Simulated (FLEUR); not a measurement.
# Collinear magnetic orders of KMnF3 with FLEUR

Aim: find out whether KMnF3 carries moments, and which collinear order costs least.

Program: FLEUR MaX-R8.1. Level of theory: PBEsol; all-electron FLAPW, Dirac cores, scalar-relativistic bands. Results are calculated unless marked as measured.

## 1. The structure

Symmetry: Pm-3m, No. 221, cubic system. Conventional cell: a = 4.189 Å, b = 4.189 Å, c = 4.189 Å, α = 90.00°, β = 90.00°, γ = 90.00°. Nearest to K lie 12 F at 2.96 Å. Nearest to Mn lie 6 F at 2.09 Å. F has 2 Mn at 2.09 Å and 4 K at 2.96 Å nearest. Farther neighbours and most contacts between anions are not listed.

Structure file:

```cif
data_structure
_symmetry_space_group_name_H-M 'Pm-3m'
_symmetry_Int_Tables_number 221
_cell_length_a 4.1893
_cell_length_b 4.1893
_cell_length_c 4.1893
_cell_angle_alpha 90.000
_cell_angle_beta 90.000
_cell_angle_gamma 90.000
_cell_volume 73.52
loop_
_atom_site_label
_atom_site_type_symbol
_atom_site_symmetry_multiplicity
_atom_site_Wyckoff_symbol
_atom_site_fract_x
_atom_site_fract_y
_atom_site_fract_z
_atom_site_occupancy
K1 K 1 b 0.50000 0.50000 0.50000 1
Mn1 Mn 1 a 0.00000 0.00000 0.00000 1
F1 F 3 d 0.50000 0.00000 0.00000 1
```

## 2. Start 1: ferro +

The parallel start comes first: it shows whether parallel moments hold.

inpgen writes inp.xml from crystal.txt; cutoffs, mixing, functional, smearing and local orbitals are then set in the file. The k list default-1 (kpts.xml, not shown) is a Γ-centred 6×6×6 mesh; where the ranks do not divide the number of points, some are split in two of half the weight.

The input, inp.xml:

```
<?xml version="1.0" encoding="UTF-8" standalone="no"?>
<fleurInput fleurInputVersion="0.39">
   <comment>
      KMnF3
   </comment>
   <calculationSetup>
      <cutoffs Kmax="4.32" Gmax="13.0" GmaxXC="13.0" numbands="0"/>
      <scfLoop itmax="130" minDistance="0.00002" maxIterBroyd="15" imix="Anderson" alpha="0.05" precondParam="0.0" spinf="2.0" sdNocoIR="T"/>
      <coreElectrons ctail="T" frcor="F" kcrel="0" coretail_lmax="0"/>
      <xcFunctional name="PBEs" relativisticCorrections="F"/>
      <magnetism jspins="2"/>
      <soc l_soc="F" theta="0.0" phi="0.0" spav="F"/>
      <expertModes spex="0" secvar="F"/>
      <geometryOptimization l_f="F" forcealpha="1.0" forcemix="BFGS" epsdisp="0.00001" epsforce="0.00001"/>
      <ldaU l_linMix="F" mixParam="0.05" spinf="1.0"/>
   </calculationSetup>
   <cell>
      <bzIntegration valenceElectrons="45.0" mode="hist" fermiSmearingEnergy="0.00293995">
         <kPointListSelection listName="default-1"/>
         <xi:include xmlns:xi="http://www.w3.org/2001/XInclude" href="kpts.xml"> </xi:include>
      </bzIntegration>
      <xi:include xmlns:xi="http://www.w3.org/2001/XInclude" href="sym.xml"> </xi:include>
      <bulkLattice scale="1.0">
         <bravaisMatrix>
            <row-1>    7.9166296537867797     0.0000000000000000     0.0000000000000000</row-1>
            <row-2>    0.0000000000000000     7.9166296537867797     0.0000000000000000</row-2>
            <row-3>    0.0000000000000000     0.0000000000000000     7.9166296537867797</row-3>
         </bravaisMatrix>
      </bulkLattice>
   </cell>
   <atomSpecies>
      <species name="Potassium (K)" element="K" atomicNumber="19">
         <mtSphere radius="2.8" gridPoints="925" logIncrement="0.013"/>
         <atomicCutoffs lmax="10" lnonsphr="8"/>
         <electronConfig flipSpins="F">
            <coreConfig>(1s1/2) (2s1/2) (2p1/2) (2p3/2)</coreConfig>
            <valenceConfig>(3s1/2) (3p1/2) (3p3/2) (4s1/2)</valenceConfig>
            <stateOccupation state="(4s1/2)" spinUp="0.500000" spinDown="0.500000"/>
         </electronConfig>
         <energyParameters s="4" p="4" d="3" f="4"/>
         <lo type="SCLO" l="0" n="3" eDeriv="0"/>
         <lo type="SCLO" l="1" n="3" eDeriv="0"/>
      </species>
      <species name="Manganese 4.502" element="Mn" atomicNumber="25">
         <mtSphere radius="2.47" gridPoints="817" logIncrement="0.015"/>
         <atomicCutoffs lmax="10" lnonsphr="8"/>
         <electronConfig flipSpins="F">
            <coreConfig>(1s1/2) (2s1/2) (2p1/2) (2p3/2)</coreConfig>
            <valenceConfig>(3s1/2) (3p1/2) (3p3/2) (4s1/2) (3d3/2) (3d5/2)</valenceConfig>
            <stateOccupation state="(3d3/2)" spinUp="1.751" spinDown="0.249"/>
            <stateOccupation state="(3d5/2)" spinUp="3.0" spinDown="0.0"/>
         </electronConfig>
         <energyParameters s="4" p="4" d="3" f="4"/>
         <lo type="SCLO" l="0" n="3" eDeriv="0"/>
         <lo type="SCLO" l="1" n="3" eDeriv="0"/>
      </species>
      <species name="Fluorine (F)" element="F" atomicNumber="9">
         <mtSphere radius="1.39" gridPoints="461" logIncrement="0.023"/>
         <atomicCutoffs lmax="6" lnonsphr="4"/>
         <electronConfig flipSpins="F">
            <coreConfig>(1s1/2)</coreConfig>
            <valenceConfig>(2s1/2) (2p1/2) (2p3/2)</valenceConfig>
            <stateOccupation state="(2p1/2)" spinUp="0.833333" spinDown="0.833333"/>
            <stateOccupation state="(2p3/2)" spinUp="1.666667" spinDown="1.666667"/>
         </electronConfig>
         <energyParameters s="2" p="2" d="3" f="4"/>
      </species>
   </atomSpecies>
   <atomGroups>
      <atomGroup species="Potassium (K)">
         <relPos label="                   1">1.000/2.000 1.000/2.000 1.000/2.000</relPos>
         <force calculate="T" relaxXYZ="TTT"/>
      </atomGroup>
      <atomGroup species="Manganese 4.502">
         <relPos label="                   2">.0000000000 .0000000000 .0000000000</relPos>
         <force calculate="T" relaxXYZ="TTT"/>
      </atomGroup>
      <atomGroup species="Fluorine (F)">
         <relPos label="                   3">1.000/2.000 .0000000000 .0000000000</relPos>
         <relPos label="                   4">.0000000000 1.000/2.000 .0000000000</relPos>
         <relPos label="                   5">.0000000000 .0000000000 1.000/2.000</relPos>
         <force calculate="T" relaxXYZ="TTT"/>
      </atomGroup>
   </atomGroups>
   <output dos="F" band="F" slice="F">
      <bandDOS minEnergy="-.5*Htr" maxEnergy="0.5*Htr" sigma="0.015" storeEVData="T"/>
      <plotting iplot="0" polar="F">
         <plot TwoD="T" vec1="  1.0  0.0  0.0" vec2="  0.0  1.0  0.0" vec3="  0.0  0.0  1.0" zero="  0.0  0.0  0.0" file="plot"/>
      </plotting>
      <moessbauerParams electricFieldGradient="F" isomerShift="F" coreHyperfine="F" valenceHyperfine="F"/>
   </output>
</fleurInput>
```

The input, crystal.txt:

```
KMnF3
&input film=F cartesian=F /
4.18930000000  0.00000000000  0.00000000000
0.00000000000  4.18930000000  0.00000000000
0.00000000000  0.00000000000  4.18930000000
1.8897261246
1.0 1.0 1.0

5
19 0.50000000000  0.50000000000  0.50000000000
25 0.00000000000  0.00000000000  0.00000000000 : 4.502
9 0.50000000000  0.00000000000  0.00000000000
9 0.00000000000  0.50000000000  0.00000000000
9 0.00000000000  0.00000000000  0.50000000000

&kpt div1=6 div2=6 div3=6 gamma=T /
```

Started as:

```
$ OMP_NUM_THREADS=1 inpgen -f crystal.txt > inpgen.log  # inp.xml is then edited as shown
$ OMP_NUM_THREADS=1 mpirun -n 4 fleur_MPI > fleur.log
```

What it wrote:

```text
Welcome to FLEUR        (www.flapw.de)
      MaX-Release 8.1          (www.max-centre.eu)

 ========== k-point set info ==========
 Selected k-point list: default-1
 k-point list type: mesh
 6 x 6 x 6
 Number of k points: 20

 ------------Calculation Setup---------------------------
 Number of MPI-tasks      :            4
 Number of PE/node        :            4
 Number of OMP-threads    :            1
 k-points in parallel     :            4
 pe's per k-point         :            1
 No of k-point loops      :            5
 Eigenvalue solver        :       lapack
 Number of basis functions:          721
 Approximate size of matrices (H+S) per k-point:         0.008 GB
 --------------------------------------------------------
 Iteration:     1   Distance:      12.41557126 me/bohr^3
 Iteration:     2   Distance:      10.85528677 me/bohr^3
 Iteration:     3   Distance:       5.85637082 me/bohr^3
 Iteration:     4   Distance:       4.44692568 me/bohr^3
 Iteration:     5   Distance:       2.18089535 me/bohr^3
 Iteration:     6   Distance:       0.56859096 me/bohr^3
 Iteration:     7   Distance:       0.63078277 me/bohr^3
 Iteration:     8   Distance:       0.12935897 me/bohr^3
 Iteration:     9   Distance:       0.08297093 me/bohr^3
 Iteration:    10   Distance:       0.02865179 me/bohr^3
 Iteration:    11   Distance:       0.01515697 me/bohr^3
 Iteration:    12   Distance:       0.00389443 me/bohr^3
 Iteration:    13   Distance:       0.00060166 me/bohr^3
 Iteration:    14   Distance:       0.00076630 me/bohr^3
 Iteration:    15   Distance:       0.00005432 me/bohr^3
 Iteration:    16   Distance:       0.00005140 me/bohr^3
 Iteration:    17   Distance:       0.00002064 me/bohr^3
 Iteration:    18   Distance:       0.00000553 me/bohr^3

 ********************************************************************
 Run finished successfully
 Stop message:
   all done
 ********************************************************************

--- out.xml (last complete iteration) ---
<iteration numberForCurrentRun="   18" overallNumber="   18">
         [... left out ...]
         <bandgap value="1.1581651344" units="eV"/>
         <sumValenceSingleParticleEnergies value="-20.8190566189" units="Htr"/>
         <FermiEnergy value="0.2613772579" units="Htr"/>
         <valenceDensity>
            <mtCharges spin="1">
               <mtCharge atomType="1" total="3.9620852" s="1.0033931" p="2.9244779" d="0.0265432" f="0.0054813"/>
               <mtCharge atomType="2" total="9.2143276" s="1.1309748" p="3.1618577" d="4.8508156" f="0.0462711"/>
               <mtCharge atomType="3" total="2.8340374" s="0.8045505" p="2.0272167" d="0.0019609" f="0.0002568"/>
            </mtCharges>
            <mtCharges spin="2">
               <mtCharge atomType="1" total="3.9611988" s="1.0037260" p="2.9243107" d="0.0259115" f="0.0052452"/>
               <mtCharge atomType="2" total="4.5806695" s="1.0990420" p="3.1342718" d="0.2782545" f="0.0447650"/>
               <mtCharge atomType="3" total="2.7668949" s="0.7975558" p="1.9690375" d="0.0002232" f="0.0000634"/>
            </mtCharges>
            <spinDependentCharge spin="1" total="25.0000000" interstitial="3.3214749" mtSpheres="21.6785251"/>
            <spinDependentCharge spin="2" total="20.0000000" interstitial="3.1574470" mtSpheres="16.8425530"/>
            <totalCharge value="45.0000000000"/>
         </valenceDensity>
         [... left out ...]
         <allElectronCharges>
            <spinDependentCharge spin="1" total="38.0000000" interstitial="3.3214746" mtSpheres="34.6785254"/>
            <spinDependentCharge spin="2" total="33.0000000" interstitial="3.1574467" mtSpheres="29.8425533"/>
            <totalCharge value="70.9999999960"/>
         </allElectronCharges>
         <magneticMomentsInMTSpheres units="muBohr">
            <globalMagMoment atomType="1" vec="0.00000   0.00000   0.00089"/>
            <localMagMoment atomType="1" vec="0.00000   0.00000   0.00089"/>
            <globalMagMoment atomType="2" vec="0.00000   0.00000   4.63366"/>
            <localMagMoment atomType="2" vec="0.00000   0.00000   4.63366"/>
            <globalMagMoment atomType="3" vec="0.00000   0.00000   0.06714"/>
            <localMagMoment atomType="3" vec="0.00000   0.00000   0.06714"/>
         </magneticMomentsInMTSpheres>
         <moessbauerParams unitsHFF="kG" unitsIS="e/bohr^3" unitsEFG="Htr/bohr^2">
         </moessbauerParams>
         <totalEnergy value="    -2057.8337626095" units="Htr">
            <sumOfEigenvalues value="    -1166.1471361995">
               <coreElectrons value="-1145.3280795806"/>
               <valenceElectrons value="-20.8190566189"/>
            </sumOfEigenvalues>
            <densityCoulombPotentialIntegral value="-3092.3400648427"/>
            <densityEffectivePotentialIntegral value="-3241.5721885193"/>
            <chargeDenXCDenIntegral value="-114.2271127014"/>
            <FockExchangeEnergyValence value="0.0000000000"/>
            <FockExchangeEnergyCore value="0.0000000000"/>
            <atomTypeDependentContributions atomType="1">
               <electronNucleiInteractionDifferentMTs value="713.9573947067"/>
               <MadelungTerm value="-6.1392816283"/>
            </atomTypeDependentContributions>
            <atomTypeDependentContributions atomType="2">
               <electronNucleiInteractionDifferentMTs value="1380.1990304308"/>
               <MadelungTerm value="-8.6601814496"/>
            </atomTypeDependentContributions>
            <atomTypeDependentContributions atomType="3">
               <electronNucleiInteractionDifferentMTs value="348.3170283307"/>
               <MadelungTerm value="-15.5887532604"/>
            </atomTypeDependentContributions>
            <tkbTimesEntropy value="0.0000006559"/>
            <freeEnergy value="-2057.8337632654"/>
            <extrapolationTo0K value="-2057.8337629374"/>
         </totalEnergy>
         <densityConvergence units="me/bohr^3">
            <chargeDensity spin="1" distance="0.0000042135"/>
            <chargeDensity spin="2" distance="0.0000032116"/>
            <overallChargeDensity distance="0.0000055306"/>
            <spinDensity distance="0.0000050546"/>
         </densityConvergence>
      </iteration>
```

The job ended after 48 s (4 MPI ranks of Arm Neoverse V1, shared host; peak memory 0.31 GiB; 3.2 min of CPU time).

Spin moment in the muffin-tin sphere by atom:

| atom | spin moment in the muffin-tin sphere (μB) |
| --- | --- |
| K1 | 0.00 |
| Mn2 | 4.63 |
| F3 | 0.07 |
| F4 | 0.07 |
| F5 | 0.07 |

Numbers from this step:

```
free energy                                                       : -55996.5094 eV
program's band gap on this mesh (in a metal only a level spacing) : 1.158 eV
magnetization                                                     : 5 μB
final state                                                       : ferromagnetic
```

After 18 cycles the largest moment stands at 4.63 μB.

[end of part 1 of 3]

[Logs and program files are shortened in this print: banners, set-up blocks, solver, clock and traceback lines can be left out without a mark of their own.]

[Logs are printed without paths, hosts, clocks, repeated set-up lines and the standing remarks that a program may print on its own settings, such as how far it seeks lower states.]

[Hosts, paths, dates, database ids (printed as entryN), source tags and the programs' standing remarks are cut or masked in the printed files.]

[Where a cell is said to come from a database of computed structures, the database is the Materials Project.]
